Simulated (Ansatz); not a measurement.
# Work function of Au(111): what the settings cost and change

Aim: the work function of Au(111) against thickness and vacuum, with the cost.

Calculated with Ansatz 0.2.0; plane-wave DFT, PBE, Ansatz PAW.

### Step 1. The system as given

The cell holds 1 atom: 1 Au. Its edges and angles: a = 2.885 Å, b = 2.885 Å, c = 18.000 Å, α = 90.0°, β = 90.0°, γ = 60.0°. Vacuum lies along c.

### Step 2. Slab, setting 1 layer

A work function rests on the faint tail of the density, so the SCF threshold is tight. The slab grows from one layer, at fixed mesh and 18 Å of vacuum; then the vacuum is varied on one slab.

The input, input.yaml:

```yaml
crystal:
  lattice:
    - [2.8849956672, 0.0, 0.0]
    - [1.4424978336, 2.4984795376, 0.0]
    - [0.0, 0.0, 18.0]
  atoms:
    - { symbol: Au, position: [0.6666666667, 0.6666666667, 0.5] }
kpoints:
  mp_grid: { grid: [16, 16, 1] }
hamiltonian:
  xc: pbe
scf:
  occupations: { method: fermi_dirac, width: 0.1 }
  convergence: { dr2_threshold: 1.0e-09 }
efield:
  axis: 3
  dipole_correction: true
  ramp_position: 0.97
  ramp_width: 0.06
output:
  write_potential: true
  write_density: true
  volumetric_format: npy
  elf: true
```

Command:

```
ansatz run input.yaml --threads 2 --pin off --max-ram 3072MiB --backend cpu --events-out ev --progress --plain --runs-dir out
```

Log:

```text
Engine: ansatz 0.2.0, x86_64-unknown-linux-gnu
Pseudopotentials: kind: paw
Pseudopotential: Au, paw, valence charge 19, recommended cutoff 420 eV (normal), Au.paw.azcp
Functional definition: PBE
  parameter kappa = 0.804
  parameter beta = 0.066725
  exchange = pbe_x(kappa = kappa, mu = beta*pi^2/3)
  correlation = pbe_c(beta = beta)
Crystal: 1 atoms, lattice volume = 129.746 Å³
Basis set: ecut = 420 eV, 2545 PW (Γ)
Bands: 14, of which v1, the nominal top of the filled ones, is band 10 counted from 1 (9 counted from 0)
Symmetry: 12 space group operations
k-points: 30 of 256
Non-local potential: Au, projectors of the file, l = 0: 3, l = 1: 2, l = 2: 2, l = 3: 1
PAW form: soft (Blöchl's): semilocal exchange-correlation on the pseudo side does not see the compensation charge
PAW one-centre angular grid: Au, 590 points (default); XC on 64 Gauss nodes
Initial density: superposition of atomic densities (neutral atoms: chi_scale 0, normalization atom), corrected by the library's trained network
Initial wavefunctions: pseudopotential atomic-orbital guess
Functional: x = pbe(κ = 0.804, μ = 0.219515), c = pbe(β = 0.066725)
SCF iter   1: F=—  HF=-13148.952024 eV  |F-HF|=—  |Δ(HF+E_count)|=         —  Δρ=9.00e-4  dr2=7.65e-4  ethr=1.77e-3  p=0.000 e·Å  D=9.78e-15 V/Å  ΔV_dip=-0.00 eV  dr2_dipole=1.08e-11  V_vac-E_F(+/−)=5.50/5.50 eV  ⟨swp⟩=5.9  Hψ=2353  notcnv=0
efield: sawtooth ramp at fractional position 0.9700 (set: `efield.ramp_position`, or a place that a band, a saddle search or an elastic batch's reference lends), width 0.0600; the density the first Hamiltonian is built on has a dipole p = 0.000 e·Å; the dipole correction subtracts the counter field D = 9.78e-15 V/Å, which shifts the + side's vacuum level by -0.00 eV against the − side's; the planar-averaged density in the ramp window peaks in size at 1.3e-5 e/Å³
preconditioner: auto → none  [insulator: Δε(μ)=1.074 eV  Ē_g=9.717 eV  σ=0.100 eV  W_gap=0.97  n_scr=10 (ndim 8)  ℏωp=10.8 eV  f_vac=0.771  D(μ)=0.08/eV (n_scr^D=0)  ε∞_Penn≈2.2]
SCF iter   2: F=—  HF=-13148.953014 eV  |F-HF|=—  |Δ(HF+E_count)|=   9.90e-4  Δρ=5.12e-4  dr2=1.83e-4  ethr=4.02e-6  p=0.000 e·Å  D=2.74e-6 V/Å  ΔV_dip=-0.00 eV  dr2_dipole=1.06e-10  V_vac-E_F(+/−)=5.44/5.44 eV  ⟨swp⟩=2.9  Hψ=1000  notcnv=0
SCF iter   3: F=—  HF=-13148.953079 eV  |F-HF|=—  |Δ(HF+E_count)|=   6.55e-5  Δρ=1.92e-4  dr2=4.87e-5  ethr=9.64e-7  p=-0.000 e·Å  D=-6.48e-6 V/Å  ΔV_dip=0.00 eV  dr2_dipole=4.02e-10  V_vac-E_F(+/−)=5.43/5.43 eV  ⟨swp⟩=2.3  Hψ=660  notcnv=0
SCF iter   4: F=—  HF=-13148.953112 eV  |F-HF|=—  |Δ(HF+E_count)|=   3.26e-5  Δρ=4.46e-5  dr2=1.45e-6  ethr=2.56e-7  p=0.000 e·Å  D=9.65e-6 V/Å  ΔV_dip=-0.00 eV  dr2_dipole=9.33e-10  V_vac-E_F(+/−)=5.41/5.41 eV  ⟨swp⟩=2.0  Hψ=546  notcnv=0
SCF iter   5: F=—  HF=-13148.953117 eV  |F-HF|=—  |Δ(HF+E_count)|=   4.77e-6  Δρ=1.31e-5  dr2=1.20e-7  ethr=7.63e-9  p=-0.000 e·Å  D=-2.50e-5 V/Å  ΔV_dip=0.00 eV  dr2_dipole=6.22e-9  V_vac-E_F(+/−)=5.41/5.41 eV  ⟨swp⟩=2.2  Hψ=617  notcnv=0
SCF iter   6: F=—  HF=-13148.953118 eV  |F-HF|=—  |Δ(HF+E_count)|=   1.02e-6  Δρ=7.95e-6  dr2=5.27e-7  ethr=6.33e-10  p=0.000 e·Å  D=9.39e-5 V/Å  ΔV_dip=-0.00 eV  dr2_dipole=9.00e-8  V_vac-E_F(+/−)=5.41/5.42 eV  ⟨swp⟩=3.0  Hψ=803  notcnv=0
SCF iter   7: F=—  HF=-13148.953118 eV  |F-HF|=—  |Δ(HF+E_count)|=   1.04e-7  Δρ=1.98e-6  dr2=4.24e-9  ethr=6.33e-10  p=-0.000 e·Å  D=-1.54e-6 V/Å  ΔV_dip=0.00 eV  dr2_dipole=3.45e-11  V_vac-E_F(+/−)=5.41/5.41 eV  ⟨swp⟩=2.0  Hψ=581  notcnv=0
SCF iter   8: F=-13148.953118 eV  HF=-13148.953118 eV  |F-HF|=1.38e-10  |Δ(HF+E_count)|=  5.09e-11  Δρ=4.56e-7  dr2=1.65e-10  ethr=5.26e-12  p=-0.000 e·Å  D=-6.06e-7 V/Å  ΔV_dip=0.00 eV  dr2_dipole=3.31e-13  V_vac-E_F(+/−)=5.41/5.41 eV  ⟨swp⟩=6.4  Hψ=1579  notcnv=0
SCF 1 converged in 8 iterations: F = -13148.953118 eV  dr2 = 1.65e-10
  greatest PAW one-centre occupation: 1.000 electrons in one spin orbital (limit 2), on the Au atom at site 0 (counted from 0), in its partial waves of l = 0
WARN: The output density's exchange-correlation potential varies sharply where the density is thin. Do not read a vacuum level from v_tot or v_xc, or from such a field of the output density. On a cell that repeats whose density bears no net charge and no dipole along the vacuum's axis use v_es (v_loc + v_h of the components); under efield.dipole_correction with no amplitude use v_es + v_field, which holds any externa [...]
SCF converged after 8 iterations
Free energy (F): -13148.953118 eV
Harris-Foulkes:  -13148.953118 eV  (|F-HF|=1.38e-10)
Internal energy: -13148.949430 eV  (E = F + TS)
E sigma→0 (E₀):  -13148.951274 eV
Entropy (-TS):   -0.003688 eV (-3.688 meV/atom)
Fermi energy:    -2.082164 eV
Dipole field:    D = -0.000002 V/Å  (p = -0.000001 e·Å, saw-weighted, corrected)
Work function:   Φ+ = 5.4142 eV   Φ− = 5.4141 eV
Levels:          The Fermi level and band energies are counted from a zero that moves with the ramp; work functions are not
--- Per-component energies (eV) ---
  E_band       = -615.805180
  E_kinetic    = 603.016952
  E_local      = -13129.833886  (includes V_loc(G=0)·N_el)
  E_nonlocal   = 74.376963
  E_hartree    = 6235.879505
  E_xc         = -226.311598
  E_vxc        = -272.753719  (∫ρ·V_xc dr)
  E_paw        = -9707.016145  (= ΣΔE_a)
  E_vpaw       = -362.371228  (= ΣTr[D̂ρ^β])
  E_aug_tail   = 0.001450  (compensation charges beyond the density's cutoff)
  E_efield     = 0.000000  (sawtooth field / dipole correction)
  E_vefield    = 0.000000  (∫n·V_field dr)
  E_ewald      = 3000.937329
  E_smearing   = -0.003688  (= −TS)
  E_closure    = 0.000000  (closes the sum)
  Σ components = -13148.953118   (vs F -13148.953118, Δ=0.00e0)
--- Band table (eV; the first three rows and the last of 30) ---
  k-point 0: bands = [... 6 lower, -5.4993, -4.8821, -3.7386, -3.7386, -0.4961, 3.0274, 3.6585, 3.8470]
  k-point 1: bands = [... 6 lower, -5.4219, -4.8504, -3.8843, -3.7553, -0.2941, 3.1183, 3.7598, 3.9378]
  k-point 2: bands = [... 6 lower, -5.1961, -4.7577, -4.2349, -3.8025, 0.2300, 3.3911, 4.0615, 4.2104]
  k-point 29: bands = [... 6 lower, -5.2771, -5.0765, -4.1551, 1.9417, 4.0262, 5.3925, 7.0035, 9.5568]
```

It took 4.3 s on 2 threads of Intel Xeon 6975P-C (Granite Rapids), shared host; peak memory 0.44 GiB.

In the SCF lines HF is the Harris–Foulkes energy and dr2 the Hartree energy of the density residual, in eV; the loop may stop once dr2 is under the threshold and the program's other checks hold. Hψ counts applications of the Hamiltonian.

Read from the output:

```
energy at zero smearing   : -13148.9513 eV
work function, upper face : 5.414 eV
```

Running mean over 2.356 Å of the planar mean; the ramp of the sawtooth is left out. Electron's electrostatic potential energy less the Fermi level against z:

| z (Å) | electron's electrostatic potential energy less the Fermi level (eV) |
| --- | --- |
| 3.0 | 5.41 |
| 3.5 | 5.41 |
| 4.0 | 5.41 |
| 4.5 | 5.41 |
| 5.0 | 5.41 |
| 5.5 | 5.40 |
| 6.0 | 5.37 |
| 6.5 | 5.21 |
| 7.0 | 4.44 |
| 7.5 | 1.56 |
| 8.0 | -2.94 |
| 8.5 | -6.49 |
| 9.0 | -7.43 |
| 9.5 | -6.49 |
| 10.0 | -2.94 |
| 10.5 | 1.56 |
| 11.0 | 4.44 |
| 11.5 | 5.21 |
| 12.0 | 5.37 |
| 12.5 | 5.40 |
| 13.0 | 5.41 |
| 13.5 | 5.41 |
| 14.0 | 5.41 |
| 14.5 | 5.41 |
| 15.0 | 5.41 |

Valence density in the ca plane at fractional y = 0.667, with atoms of Au within 0.2 Å of it. It is the smooth field of the valence electrons, not physical close to the nuclei.

Ten steps, logarithmic in the rise over the least value, from '0' (0 e/Å³) to '9' (13 e/Å³), each cell a mean:
```
00000000000000000002467531000000000000000000
00000000000000000013699841000000000000000000
00000000000000000013799852000000000000000000
00000000000000000012689741000000000000000000
00000000000000000001466521000000000000000000
00000000000000000001233210000000000000000000
00000000000000000000122210000000000000000000
00000000000000000001233310000000000000000000
```
Columns run along c (18.0 Å), rows up along a (2.9 Å). Atoms in or near the plane, at fractional coordinates: Au at (0.50, 0.67).

ELF in the ca plane at fractional y = 0.667, with atoms of Au within 0.2 Å of it. It is the smooth field of the valence electrons, not physical close to the nuclei.

Values, 5 rows by 16 columns, each cell a mean:
```
0.00 0.00 0.00 0.00 0.00 0.01 0.15 0.44 0.48 0.20 0.02 0.00 0.00 0.00 0.00 0.00
0.00 0.00 0.00 0.00 0.00 0.02 0.19 0.53 0.60 0.25 0.03 0.00 0.00 0.00 0.00 0.00
0.00 0.00 0.00 0.00 0.00 0.01 0.15 0.44 0.48 0.20 0.02 0.00 0.00 0.00 0.00 0.00
0.00 0.00 0.00 0.00 0.00 0.00 0.07 0.23 0.25 0.10 0.01 0.00 0.00 0.00 0.00 0.00
0.00 0.00 0.00 0.00 0.00 0.00 0.07 0.23 0.25 0.10 0.01 0.00 0.00 0.00 0.00 0.00
```
Columns run along c (18.0 Å), rows up along a (2.9 Å). Atoms in or near the plane, at fractional coordinates: Au at (0.50, 0.67).

Electrostatic potential energy in the ca plane at fractional y = 0.667, with atoms of Au within 0.2 Å of it. With pseudopotentials it is smooth inside the atoms' cores, unlike the true potential.

Values in eV, 5 rows by 16 columns, each cell a mean:
```
  3   3   3   3   3   3   2 -21 -28   1   3   3   3   3   3   3
  3   3   3   3   3   3   2 -29 -36   0   3   3   3   3   3   3
  3   3   3   3   3   3   2 -21 -28   1   3   3   3   3   3   3
  3   3   3   3   3   3   3  -2  -4   3   3   3   3   3   3   3
  3   3   3   3   3   3   3  -2  -4   3   3   3   3   3   3   3
```
Columns run along c (18.0 Å; values clipped at the 3rd and 97th percentile), rows up along a (2.9 Å). Atoms in or near the plane, at fractional coordinates: Au at (0.50, 0.67).

The work function is 5.414 eV.

### Step 3. Slab, 2 atoms

System of this step: Au(111). The cell holds 2 atoms: 2 Au. Its edges and angles: a = 2.885 Å, b = 2.885 Å, c = 20.356 Å, α = 90.0°, β = 90.0°, γ = 60.0°. Vacuum lies along c.

input.yaml, the sections that differ from step 2:

```yaml
crystal:
  lattice:
    - [2.8849956672, 0.0, 0.0]
    - [1.4424978336, 2.4984795376, 0.0]
    - [0.0, 0.0, 20.3555890983]
  atoms:
    - { symbol: Au, position: [0.6666666667, 0.6666666667, 0.4421390094] }
    - { symbol: Au, position: [0.0, 0.0, 0.5578609906] }
output:
  write_potential: true
  write_density: true
  volumetric_format: npy
# kpoints, hamiltonian, scf, efield: as in step 2
```

Log:

```text
[...]
Crystal: 2 atoms, lattice volume = 146.725 Å³
Basis set: ecut = 420 eV, 2865 PW (Γ)
Bands: 23, of which v1, the nominal top of the filled ones, is band 19 counted from 1 (18 counted from 0)
Symmetry: 6 space group operations
k-points: 30 of 256 (time reversal used)
[...]
k-point 0: bands = [... 15 lower, -1.8800, -1.8800, -1.4646, -1.1546, -1.1546, 1.4522, 5.5805, 5.8077]
  k-point 1: bands = [... 15 lower, -2.0927, -1.9076, -1.3415, -1.2240, -1.1511, 1.7378, 5.6644, 5.9057]
  k-point 2: bands = [... 15 lower, -2.4196, -1.9710, -1.6532, -1.1456, -0.8767, 2.4251, 5.9157, 6.1992]
  k-point 29: bands = [... 15 lower, -1.9110, -1.4145, -1.2470, 3.6982, 4.5475, 6.1314, 6.5252, 7.6896]
[key lines of the parts left out:]
SCF converged after 8 iterations
Free energy (F): -26298.063476 eV
Fermi energy:    0.584808 eV
Dipole field:    D = 0.000001 V/Å  (p = 0.000001 e·Å, saw-weighted, corrected)
Work function:   Φ+ = 5.3606 eV   Φ− = 5.3606 eV
```

Wall time 8 s (2 threads); peak memory 0.42 GiB.

The work function is 5.361 eV, -0.054 eV from the run “1 layer”, at 1.9 times its CPU time.

### Step 4. Slab, 3 atoms

System of this step: Au(111). The cell holds 3 atoms: 3 Au. Cell: a = 2.885 Å, b = 2.885 Å, c = 22.711 Å, α = 90.0°, β = 90.0°, γ = 60.0°. Vacuum lies along c.

input.yaml, the sections that differ from step 3:

```yaml
crystal:
  lattice:
    - [2.8849956672, 0.0, 0.0]
    - [1.4424978336, 2.4984795376, 0.0]
    - [0.0, 0.0, 22.7111781966]
  atoms:
    - { symbol: Au, position: [0.3333333333, 0.3333333333, 0.3962806298] }
    - { symbol: Au, position: [0.6666666667, 0.6666666667, 0.5] }
    - { symbol: Au, position: [0.0, 0.0, 0.6037193702] }
# kpoints, hamiltonian, scf, efield, output: as in step 3
```

Log:

```text
[...]
Crystal: 3 atoms, lattice volume = 163.705 Å³
Basis set: ecut = 420 eV, 3207 PW (Γ)
Bands: 35, of which v1, the nominal top of the filled ones, is band 29 counted from 1 (28 counted from 0)
Symmetry: 6 space group operations
k-points: 30 of 256 (time reversal used)
[...]
k-point 0: bands = [... 25 lower, 0.3659, 0.3659, 0.8696, 0.8696, 1.2280, 3.1757, 7.5038, 7.9798, ... 2 higher]
  k-point 1: bands = [... 25 lower, 0.1813, 0.3647, 0.6932, 0.8726, 1.4741, 3.5093, 7.5820, 8.0786, ... 2 higher]
  k-point 2: bands = [... 25 lower, -0.0770, 0.3523, 0.4686, 0.8809, 1.9377, 4.2801, 7.8152, 8.3747, ... 2 higher]
  k-point 29: bands = [... 25 lower, 0.6625, 0.8230, 5.2806, 6.3122, 6.3182, 7.5551, 8.3935, 8.9711, ... 2 higher]
[key lines of the parts left out:]
SCF converged after 8 iterations
Free energy (F): -39447.331787 eV
Fermi energy:    2.837109 eV
Dipole field:    D = 0.000004 V/Å  (p = 0.000004 e·Å, saw-weighted, corrected)
Work function:   Φ+ = 5.1929 eV   Φ− = 5.1930 eV
```

Elapsed: 14 s, on 2 threads; peak memory 0.52 GiB; 23 s of CPU time.

The work function is 5.193 eV, -0.168 eV from the run “2 layers”, at 1.8 times its CPU time.

### Step 5. Run, 4 atoms

System of this step: Au(111). The cell holds 4 atoms: 4 Au. Its edges and angles: a = 2.885 Å, b = 2.885 Å, c = 25.067 Å, α = 90.0°, β = 90.0°, γ = 60.0°. Vacuum lies along c.

input.yaml, the sections that differ from step 4:

```yaml
crystal:
  lattice:
    - [2.8849956672, 0.0, 0.0]
    - [1.4424978336, 2.4984795376, 0.0]
    - [0.0, 0.0, 25.0667672949]
  atoms:
    - { symbol: Au, position: [0.0, 0.0, 0.3590411118] }
    - { symbol: Au, position: [0.3333333333, 0.3333333333, 0.4530137039] }
    - { symbol: Au, position: [0.6666666667, 0.6666666667, 0.5469862961] }
    - { symbol: Au, position: [0.0, 0.0, 0.6409588882] }
# kpoints, hamiltonian, scf, efield, output: as in step 4
```

Log:

```text
[...]
Crystal: 4 atoms, lattice volume = 180.684 Å³
Basis set: ecut = 420 eV, 3551 PW (Γ)
Bands: 46, of which v1, the nominal top of the filled ones, is band 38 counted from 1 (37 counted from 0)
Symmetry: 6 space group operations
k-points: 30 of 256 (time reversal used)
[...]
k-point 0: bands = [... 34 lower, 1.6935, 2.2398, 2.2398, 2.5762, 2.5762, 3.3303, 4.6738, 9.1084, ... 4 higher]
  k-point 1: bands = [... 34 lower, 1.7759, 2.0569, 2.2384, 2.4269, 2.5812, 3.5988, 5.0406, 9.1737, ... 4 higher]
  k-point 2: bands = [... 34 lower, 1.7072, 1.8270, 2.2334, 2.4816, 2.5943, 4.1222, 5.8631, 9.3705, ... 4 higher]
  k-point 29: bands = [... 34 lower, 2.4233, 2.5311, 6.7407, 7.6702, 7.8874, 7.9793, 9.2529, 9.4855, ... 4 higher]
[key lines of the parts left out:]
SCF converged after 9 iterations
Free energy (F): -52596.660678 eV
Fermi energy:    4.515765 eV
Dipole field:    D = -0.000000 V/Å  (p = -0.000000 e·Å, saw-weighted, corrected)
Work function:   Φ+ = 5.1815 eV   Φ− = 5.1815 eV
```

Elapsed: 17 s, on 2 threads; peak memory 0.58 GiB.

The work function is 5.182 eV, -0.011 eV from the run “3 layers”, at 1.3 times its CPU time.

### Step 6. Run, 5 atoms

System of this step: Au(111). The cell holds 5 atoms: 5 Au. Cell: a = 2.885 Å, b = 2.885 Å, c = 27.422 Å, α = 90.0°, β = 90.0°, γ = 60.0°. Vacuum lies along c.

input.yaml, the sections that differ from step 5:

```yaml
crystal:
  lattice:
    - [2.8849956672, 0.0, 0.0]
    - [1.4424978336, 2.4984795376, 0.0]
    - [0.0, 0.0, 27.4223563932]
  atoms:
    - { symbol: Au, position: [0.6666666667, 0.6666666667, 0.3281993666] }
    - { symbol: Au, position: [0.0, 0.0, 0.4140996833] }
    - { symbol: Au, position: [0.3333333333, 0.3333333333, 0.5] }
    - { symbol: Au, position: [0.6666666667, 0.6666666667, 0.5859003167] }
    - { symbol: Au, position: [0.0, 0.0, 0.6718006334] }
# kpoints, hamiltonian, scf, efield, output: as in step 5
```

Log:

```text
[...]
Crystal: 5 atoms, lattice volume = 197.663 Å³
Basis set: ecut = 420 eV, 3871 PW (Γ)
Bands: 57, of which v1, the nominal top of the filled ones, is band 48 counted from 1 (47 counted from 0)
Symmetry: 6 space group operations
k-points: 30 of 256 (time reversal used)
[...]
k-point 0: bands = [... 44 lower, 3.2751, 3.7350, 3.7350, 3.9684, 3.9684, 4.9869, 5.9379, 10.3411, ... 5 higher]
  k-point 1: bands = [... 44 lower, 3.3973, 3.5652, 3.7363, 3.9066, 3.9741, 5.2728, 6.3256, 10.3968, ... 5 higher]
  k-point 2: bands = [... 44 lower, 3.2766, 3.4320, 3.7379, 3.9894, 4.2554, 5.8400, 7.1802, 10.5676, ... 5 higher]
  k-point 29: bands = [... 44 lower, 3.9403, 7.9864, 8.7583, 9.1285, 9.1330, 9.5915, 10.3861, 10.6468, ... 5 higher]
[key lines of the parts left out:]
SCF converged after 10 iterations
Free energy (F): -65745.951464 eV
Fermi energy:    5.911458 eV
Dipole field:    D = -0.000000 V/Å  (p = -0.000000 e·Å, saw-weighted, corrected)
Work function:   Φ+ = 5.1754 eV   Φ− = 5.1754 eV
```

Run time: 27 s. Hardware: 2 threads; peak memory 0.65 GiB.

The work function is 5.175 eV, -0.006 eV from the run “4 layers”, at 1.6 times its CPU time.

### Step 7. Slab, 6 atoms

System of this step: Au(111). The cell holds 6 atoms: 6 Au. Cell: a = 2.885 Å, b = 2.885 Å, c = 29.778 Å, α = 90.0°, β = 90.0°, γ = 60.0°. Vacuum lies along c.

input.yaml, the sections that differ from step 6:

```yaml
crystal:
  lattice:
    - [2.8849956672, 0.0, 0.0]
    - [1.4424978336, 2.4984795376, 0.0]
    - [0.0, 0.0, 29.7779454915]
  atoms:
    - { symbol: Au, position: [0.3333333333, 0.3333333333, 0.3022371037] }
    - { symbol: Au, position: [0.6666666667, 0.6666666667, 0.3813422622] }
    - { symbol: Au, position: [0.0, 0.0, 0.4604474207] }
    - { symbol: Au, position: [0.3333333333, 0.3333333333, 0.5395525793] }
    - { symbol: Au, position: [0.6666666667, 0.6666666667, 0.6186577378] }
    - { symbol: Au, position: [0.0, 0.0, 0.6977628963] }
# kpoints, hamiltonian, scf, efield, output: as in step 6
```

Log:

```text
[...]
Crystal: 6 atoms, lattice volume = 214.642 Å³
Basis set: ecut = 420 eV, 4203 PW (Γ)
Bands: 69, of which v1, the nominal top of the filled ones, is band 57 counted from 1 (56 counted from 0)
Symmetry: 6 space group operations
k-points: 30 of 256 (time reversal used)
[...]
k-point 0: bands = [... 53 lower, 4.5923, 4.5923, 4.9695, 4.9695, 5.1418, 5.1418, 6.3311, 7.0174, ... 8 higher]
  k-point 1: bands = [... 53 lower, 4.5942, 4.6991, 4.8196, 4.9724, 5.1482, 5.2407, 6.6336, 7.4201, ... 8 higher]
  k-point 2: bands = [... 53 lower, 4.4423, 4.5965, 4.8787, 4.9791, 5.1652, 5.7703, 7.2389, 8.2973, ... 8 higher]
  k-point 29: bands = [... 53 lower, 5.1295, 9.0713, 9.6694, 10.1982, 10.2346, 10.4445, 10.6983, 11.4298, ... 8 higher]
[key lines of the parts left out:]
SCF converged after 10 iterations
Free energy (F): -78895.271570 eV
Fermi energy:    7.140694 eV
Dipole field:    D = -0.000000 V/Å  (p = -0.000000 e·Å, saw-weighted, corrected)
Work function:   Φ+ = 5.1184 eV   Φ− = 5.1184 eV
```

Run time: 33 s. Hardware: 2 threads; peak memory 0.78 GiB.

The work function is 5.118 eV, -0.057 eV from the run “5 layers”, at 1.2 times its CPU time.

[end of part 1 of 2]

[Long decimals in the printed logs are rounded to 6 places.]

[Logs are printed without paths, hosts, clocks, repeated set-up lines and the standing remarks that a program may print on its own settings, such as how far it seeks lower states.]

[Hosts, paths, dates, database ids (printed as entryN), source tags and the programs' standing remarks are cut or masked in the printed files.]

[Maps of the electrostatic potential energy from Ansatz leave out the sawtooth potential of an applied field or a dipole correction, so their vacuum need not be flat; planar profiles and work functions include it.]
